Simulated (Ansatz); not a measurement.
Whose spectrum is this?

Method: Ansatz, PBE, independent particles, without spin-orbit coupling, line width 0.1 eV (Gaussian); metals get a typed carrier damping. The response is along the first axis of the cell.

```json
{"E (eV)": "0.00", "Im ε": "0.00"}
{"E (eV)": "0.25", "Im ε": "0.00"}
{"E (eV)": "0.50", "Im ε": "0.00"}
{"E (eV)": "0.75", "Im ε": "0.53"}
{"E (eV)": "1.00", "Im ε": "1.33"}
{"E (eV)": "1.25", "Im ε": "1.68"}
{"E (eV)": "1.50", "Im ε": "1.99"}
{"E (eV)": "1.75", "Im ε": "2.41"}
{"E (eV)": "2.00", "Im ε": "3.14"}
{"E (eV)": "2.25", "Im ε": "4.90"}
{"E (eV)": "2.50", "Im ε": "11.87"}
{"E (eV)": "2.75", "Im ε": "11.46"}
{"E (eV)": "3.00", "Im ε": "9.94"}
{"E (eV)": "3.25", "Im ε": "8.97"}
{"E (eV)": "3.50", "Im ε": "8.48"}
{"E (eV)": "3.75", "Im ε": "8.82"}
{"E (eV)": "4.00", "Im ε": "17.93"}
{"E (eV)": "4.25", "Im ε": "30.88"}
{"E (eV)": "4.50", "Im ε": "18.56"}
{"E (eV)": "4.75", "Im ε": "14.10"}
{"E (eV)": "5.00", "Im ε": "10.69"}
{"E (eV)": "5.25", "Im ε": "8.89"}
{"E (eV)": "5.50", "Im ε": "10.52"}
{"E (eV)": "5.75", "Im ε": "10.67"}
{"E (eV)": "6.00", "Im ε": "8.04"}
{"E (eV)": "6.25", "Im ε": "6.39"}
{"E (eV)": "6.50", "Im ε": "5.21"}
{"E (eV)": "6.75", "Im ε": "4.36"}
{"E (eV)": "7.00", "Im ε": "3.73"}
{"E (eV)": "7.25", "Im ε": "3.27"}
{"E (eV)": "7.50", "Im ε": "3.01"}
{"E (eV)": "7.75", "Im ε": "2.63"}
{"E (eV)": "8.00", "Im ε": "2.23"}
{"E (eV)": "8.25", "Im ε": "2.48"}
{"E (eV)": "8.50", "Im ε": "2.02"}
{"E (eV)": "8.75", "Im ε": "1.73"}
{"E (eV)": "9.00", "Im ε": "1.35"}
{"E (eV)": "9.25", "Im ε": "1.37"}
{"E (eV)": "9.50", "Im ε": "1.40"}
{"E (eV)": "9.75", "Im ε": "1.26"}
{"E (eV)": "10.00", "Im ε": "1.14"}
{"E (eV)": "10.25", "Im ε": "0.95"}
{"E (eV)": "10.50", "Im ε": "0.83"}
{"E (eV)": "10.75", "Im ε": "0.69"}
{"E (eV)": "11.00", "Im ε": "0.60"}
{"E (eV)": "11.25", "Im ε": "0.62"}
{"E (eV)": "11.50", "Im ε": "0.56"}
{"E (eV)": "11.75", "Im ε": "0.48"}
{"E (eV)": "12.00", "Im ε": "0.46"}
{"E (eV)": "12.25", "Im ε": "0.47"}
{"E (eV)": "12.50", "Im ε": "0.45"}
{"E (eV)": "12.75", "Im ε": "0.44"}
{"E (eV)": "13.00", "Im ε": "0.43"}
{"E (eV)": "13.25", "Im ε": "0.32"}
{"E (eV)": "13.50", "Im ε": "0.27"}
{"E (eV)": "13.75", "Im ε": "0.23"}
{"E (eV)": "14.00", "Im ε": "0.21"}
{"E (eV)": "14.25", "Im ε": "0.22"}
{"E (eV)": "14.50", "Im ε": "0.22"}
{"E (eV)": "14.75", "Im ε": "0.19"}
{"E (eV)": "15.00", "Im ε": "0.17"}
{"E (eV)": "15.25", "Im ε": "0.16"}
{"E (eV)": "15.50", "Im ε": "0.16"}
{"E (eV)": "15.75", "Im ε": "0.19"}
{"E (eV)": "16.00", "Im ε": "0.24"}
```

Task: All candidates were run at this level. Which one is shown?
A. BP (F-43m)
B. InP (F-43m)
C. ZnInGaO4 (R3m)

Result: B. InP (F-43m): least direct gap 0.71 eV, ε∞ = 11.39 along the first axis, strongest peak along the first axis at 4.30 eV. The others: ZnInGaO4 (R3m), least direct gap 1.07 eV, ε∞ = 4.81 along the first axis, strongest peak along the first axis at 8.63 eV; BP (F-43m), least direct gap 3.40 eV, ε∞ = 9.49 along the first axis, strongest peak along the first axis at 5.84 eV.

[Logs are printed without paths, hosts, clocks, repeated set-up lines and the standing remarks that a program may print on its own settings, such as how far it seeks lower states.]
